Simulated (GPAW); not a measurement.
# The basis that the transmission of a B chain with one O atom in line needs, part 2 of 2

Wanted: the zero-bias transmission of a B chain with one O atom in line on a ladder of levels, with run times.

GPAW 26.7.0; GPAW LCAO, PAW setups; Landauer transmission from Green's functions with principal layers (ASE), zero bias.

So far, transmission at the Fermi level (one spin): step 2 (GPAW, dzp, PBE, GPAW) 1.75; step 3 (basis szp(dzp), PBE, GPAW) 1.78; step 4 (basis sz(dzp), PBE, GPAW) 1.83; step 5 (revPBE) 1.75.

### 8. Functional LDA: xc = "LDA"

The functional moves levels against the Fermi level.

This step: GPAW LCAO, PAW setups; Landauer transmission from Green's functions with principal layers (ASE), zero bias (GPAW 26.7.0).

The input, run.py:

```python
import json
import numpy as np
from ase import Atoms
from ase.transport.calculators import TransportCalculator
from gpaw import GPAW, FermiDirac
from gpaw.lcao.tools import get_lcao_hamiltonian
from scipy.linalg import eigh

# The junction with lead layers at both ends, along the third cell vector
device = Atoms(
    ['B', 'B', 'B', 'B', 'B', 'B', 'O', 'B', 'B', 'B', 'B', 'B', 'B'],
    positions=[
        [4.50000, 4.50000, 0.77500],
        [4.50000, 4.50000, 2.32500],
        [4.50000, 4.50000, 3.87500],
        [4.50000, 4.50000, 5.42500],
        [4.50000, 4.50000, 6.97500],
        [4.50000, 4.50000, 8.52500],
        [4.50000, 4.50000, 9.78400],
        [4.50000, 4.50000, 11.04300],
        [4.50000, 4.50000, 12.59300],
        [4.50000, 4.50000, 14.14300],
        [4.50000, 4.50000, 15.69300],
        [4.50000, 4.50000, 17.24300],
        [4.50000, 4.50000, 18.79300]],
    cell=[[9.0, 0.0, 0.0], [0.0, 9.0, 0.0], [0.0, 0.0, 19.568]],
    pbc=True)

# One principal layer of the lead: the first 4 atoms of the device
lead = Atoms(
    ['B', 'B', 'B', 'B'],
    positions=[
        [4.50000, 4.50000, 0.77500],
        [4.50000, 4.50000, 2.32500],
        [4.50000, 4.50000, 3.87500],
        [4.50000, 4.50000, 5.42500]],
    cell=[[9.0, 0.0, 0.0], [0.0, 9.0, 0.0], [0.0, 0.0, 6.2]],
    pbc=True)

settings = dict(mode='lcao', basis='dzp', xc='LDA', h=0.18,
                occupations=FermiDirac(0.1), maxiter=250,
                mixer=dict(beta=0.1, nmaxold=8, weight=100.0),
                convergence=dict(density=0.0001))
energies = np.arange(-2, 2 + 1e-9, 0.05)
eta = 0.0001
n1, n2 = 1, 1
# k and -k transmit alike, so half of the mesh across the current serves
mesh = [(i, j) for i in range(n1) for j in range(n2) if (i, j) <= (-i % n1, -j % n2)]
weights = np.array([1 if (i, j) == (-i % n1, -j % n2) else 2 for i, j in mesh]) / (n1 * n2)

# [... helper functions left out ...]
fermi_lead = ground_state(lead, (1, 1, 18), 'lead.txt')
fermi_device = ground_state(device, (1, 1, 4), 'device.txt')
# [... loop over the mesh left out, but for ...]
        # Shift the lead onto the potential of the device's first layer
        shift = ((H[:, 0, 0] - H0[:, 0, 0]) / S0[0, 0]).real.mean()
# [...]
kT = 8.617333e-5 * 300
bias = [0.1, 0.2, 0.5, 1.0, 1.5, 2.0]
# [... integrals and printing left out ...]
```

Started as:

```
OMP_NUM_THREADS=1 OPENBLAS_NUM_THREADS=1 python run.py
```

The program printed:

```text
basis functions: device 169, principal layer 52
Fermi level: lead -5.0890 eV, device -4.7367 eV; lead shifted by 0.0280 eV
largest coupling past the next layer 9.70e-05 eV, largest misfit of the first layer 0.106 eV
  E-E_F (eV)   T (one spin)  channels
    -2.000    1.4193e-12    0.0000
    -1.950    1.3824e-12    0.0000
    -1.900    1.3525e-12    0.0000
    -1.850    1.3258e-12    0.0000
    -1.800    1.3009e-12    0.0000
    -1.750    1.2770e-12    0.0000
    -1.700    1.2540e-12    0.0000
    -1.650    1.2319e-12    0.0000
    -1.600    1.2110e-12    0.0000
    -1.550    1.1921e-12    0.0000
    -1.500    1.1771e-12    0.0000
    -1.450    1.1705e-12    0.0000
    -1.400    1.1839e-12    0.0000
    -1.350    1.2496e-12    0.0000
    -1.300    1.4654e-12    0.0000
    -1.250    2.1596e-12    0.0000
[...]
1.650    1.2804e+00    2.0000
     1.700    1.2799e+00    2.0000
     1.750    1.2794e+00    2.0000
     1.800    1.2789e+00    2.0000
     1.850    1.2783e+00    2.0000
     1.900    1.2777e+00    2.0000
     1.950    1.2770e+00    2.0000
     2.000    1.2761e+00    2.0000
conductance at 300 K: 1.7701 G0 a cell; thermopower 1.519 uV/K
current from the zero-bias T(E) at 0.1 V: 13.71 uA
current from the zero-bias T(E) at 0.2 V: 27.391 uA
current from the zero-bias T(E) at 0.5 V: 67.973 uA
current from the zero-bias T(E) at 1.0 V: 132.34 uA
current from the zero-bias T(E) at 1.5 V: 190.53 uA
current from the zero-bias T(E) at 2.0 V: 233.87 uA
```

Run time: 61 s. Hardware: 1 thread of Arm Neoverse N1, shared host; peak memory 0.93 GiB.

This step gave:

```
conductance                                    : 1.770 G₀
thermopower                                    : 1.519 μV/K
largest coupling past the next principal layer : 9.70e-5 eV
largest misfit of the first principal layer    : 0.1062 eV
shift that aligns the lead                     : 0.02803 eV
transmission at the Fermi level (one spin)     : 1.772
```

One spin. The transmission, zone mean by energy, zero at the Fermi level:

```csv
energy (eV),"transmission, zone mean"
-2.00,1.4e-12
-1.85,1.3e-12
-1.70,1.3e-12
-1.60,1.2e-12
-1.45,1.2e-12
-1.30,1.5e-12
-1.15,1.4e-11
-1.05,4.0e-10
-0.90,0.713
-0.85,1.81
-0.75,1.49
-0.60,1.57
-0.50,1.67
-0.35,1.78
-0.20,1.81
-0.05,1.79
0.00,1.77
0.05,1.75
0.20,1.67
0.35,1.58
0.50,1.50
0.60,1.45
0.75,1.39
0.90,1.34
1.05,1.31
1.15,1.30
1.30,1.29
1.45,1.28
1.60,1.28
1.70,1.28
1.85,1.28
2.00,1.28
```

Crossings of the lead's bands, unfolded to its shortest repeat. Open channels, zone mean against energy, zero at the Fermi level:

energy (eV), open channels, zone mean and a bar:
```
    -2.00       0.00 
    -1.90       0.00 
    -1.80       0.00 
    -1.70       0.00 
    -1.55       0.00 
    -1.45       0.00 
    -1.35       0.00 
    -1.25       0.00 
    -1.15       0.00 
    -1.05       0.00 
    -0.90       2.00 ##############################
    -0.80       2.00 ##############################
    -0.70       2.00 ##############################
    -0.60       2.00 ##############################
    -0.50       2.00 ##############################
    -0.40       2.00 ##############################
    -0.25       2.00 ##############################
    -0.15       2.00 ##############################
    -0.05       2.00 ##############################
     0.00       2.00 ##############################
     0.05       2.00 ##############################
     0.15       2.00 ##############################
     0.25       2.00 ##############################
     0.40       2.00 ##############################
     0.50       2.00 ##############################
     0.60       2.00 ##############################
     0.70       2.00 ##############################
     0.80       2.00 ##############################
     0.90       2.00 ##############################
     1.05       2.00 ##############################
     1.15       2.00 ##############################
     1.25       2.00 ##############################
     1.35       2.00 ##############################
     1.45       2.00 ##############################
     1.55       2.00 ##############################
     1.70       2.00 ##############################
     1.80       2.00 ##############################
     1.90       2.00 ##############################
     2.00       2.00 ##############################
```

Not self-consistent under bias; the bias window is split evenly. Table of current through one cell, from the zero-bias transmission by bias:

```csv
bias (V),"current through one cell, from the zero-bias transmission (μA)"
0.100,13.7
0.200,27.4
0.500,68.0
1.000,132
1.500,191
2.000,234
```

The transmission of the three most open eigenchannels by energy, zero at the Fermi level:

```csv
energy (eV),channel 1,channel 2,channel 3
-2.00,1.4e-12,0,0
-1.90,1.3e-12,0,0
-1.80,1.3e-12,0,0
-1.70,1.2e-12,0,0
-1.55,1.2e-12,0,0
-1.45,1.1e-12,0,0
-1.35,1.1e-12,0,0
-1.25,1.0e-12,0,0
-1.15,6.7e-12,6.7e-12,1.0e-12
-1.05,2.0e-10,2.0e-10,0
-0.90,0.356,0.356,0
-0.80,0.787,0.787,0
-0.70,0.745,0.745,0
-0.60,0.785,0.785,0
-0.50,0.836,0.836,0
-0.40,0.876,0.876,0
-0.25,0.904,0.904,0
-0.15,0.904,0.904,0
-0.05,0.894,0.894,0
0.00,0.886,0.886,0
0.05,0.876,0.876,0
0.15,0.851,0.851,0
0.25,0.822,0.822,0
0.40,0.777,0.777,0
0.50,0.749,0.749,0
0.60,0.724,0.724,0
0.70,0.703,0.703,0
0.80,0.686,0.686,0
0.90,0.672,0.672,0
1.05,0.657,0.657,0
1.15,0.651,0.651,0
1.25,0.647,0.647,0
1.35,0.644,0.644,0
1.45,0.642,0.642,0
1.55,0.641,0.641,0
1.70,0.640,0.640,0
1.80,0.639,0.639,0
1.90,0.639,0.639,0
2.00,0.638,0.638,0
```

The conductance, 1.77 G₀, lies 1.1 % above that of the dzp run.

### 9. A second varied run

A last run, with other settings again.

Changes to run.py since step 8:

```diff
@@ -28,15 +28,12 @@
 
-# One principal layer of the lead: the first 4 atoms of the device
+# One principal layer of the lead: the first 1 atoms of the device
 lead = Atoms(
-    ['B', 'B', 'B', 'B'],
+    ['B'],
     positions=[
-        [4.50000, 4.50000, 0.77500],
-        [4.50000, 4.50000, 2.32500],
-        [4.50000, 4.50000, 3.87500],
-        [4.50000, 4.50000, 5.42500]],
-    cell=[[9.0, 0.0, 0.0], [0.0, 9.0, 0.0], [0.0, 0.0, 6.2]],
+        [4.50000, 4.50000, 0.77500]],
+    cell=[[9.0, 0.0, 0.0], [0.0, 9.0, 0.0], [0.0, 0.0, 1.55]],
     pbc=True)
 
-settings = dict(mode='lcao', basis='dzp', xc='LDA', h=0.18,
-                occupations=FermiDirac(0.1), maxiter=250,
+settings = dict(mode='lcao', basis='dzp', xc='PBE', h=0.18,
+                occupations=FermiDirac(0.1), maxiter=100,
                 mixer=dict(beta=0.1, nmaxold=8, weight=100.0),
```

The program printed:

```text
LinAlgError: The leading minor of order 11 of B is not positive definite. The factorization of B could not be completed and no eigenvalues or eigenvectors were computed.
```

Run time: 54 s. Hardware: 1 thread; peak memory 0.85 GiB.

The run ended with an error.

The program's message: “LinAlgError: The leading minor of order 11 of B is not positive definite. The factorization of B could not be completed and no eigenvalues or eigenvectors were computed.”

The change that led to it: n_lead = 1 and period = 1.55.

### 10. Outcome

```yaml
conductance: 1.75 G₀
transmission_at_the_fermi_level_mean_of_the_spins: 1.75
thermopower: 1.67 μV/K
open_channels_of_the_lead_there: 2
```

In words: In the dzp basis the junction conducts 1.75 G₀ at 300 K, with T = 1.75 a spin at the Fermi level; the sz basis reaches that conductance within 10 %. The scatterer reflects about 12 % of the incoming channels at the Fermi level. At the Fermi level two eigenchannels carry the current (0.88 and 0.88). Measured against the first run (dzp), the nearest curve is that of dzp-revPBE (r.m.s. 0.020) and the farthest that of sz (0.30). Over the compared runs wall time goes from 36 s (sz) to 69 s (dzp-revPBE), on a shared host. The geometry was built from estimated bond lengths and not relaxed, so the numbers describe this model structure. An evenly spaced straight chain is an idealisation: free chains tend to dimerise, zigzag or, where a band edge lies near the Fermi level, turn magnetic. The currents use the zero-bias T(E) throughout, which holds only while the bias is small against the distance to the nearest feature. The energy step is wider than the thermal energy, so the conductance and thermopower rest on interpolation of T(E).

[Logs are printed without paths, hosts, clocks, repeated set-up lines and the standing remarks that a program may print on its own settings, such as how far it seeks lower states.]

[Hosts, paths, dates, database ids (printed as entryN), source tags and the programs' standing remarks are cut or masked in the printed files.]
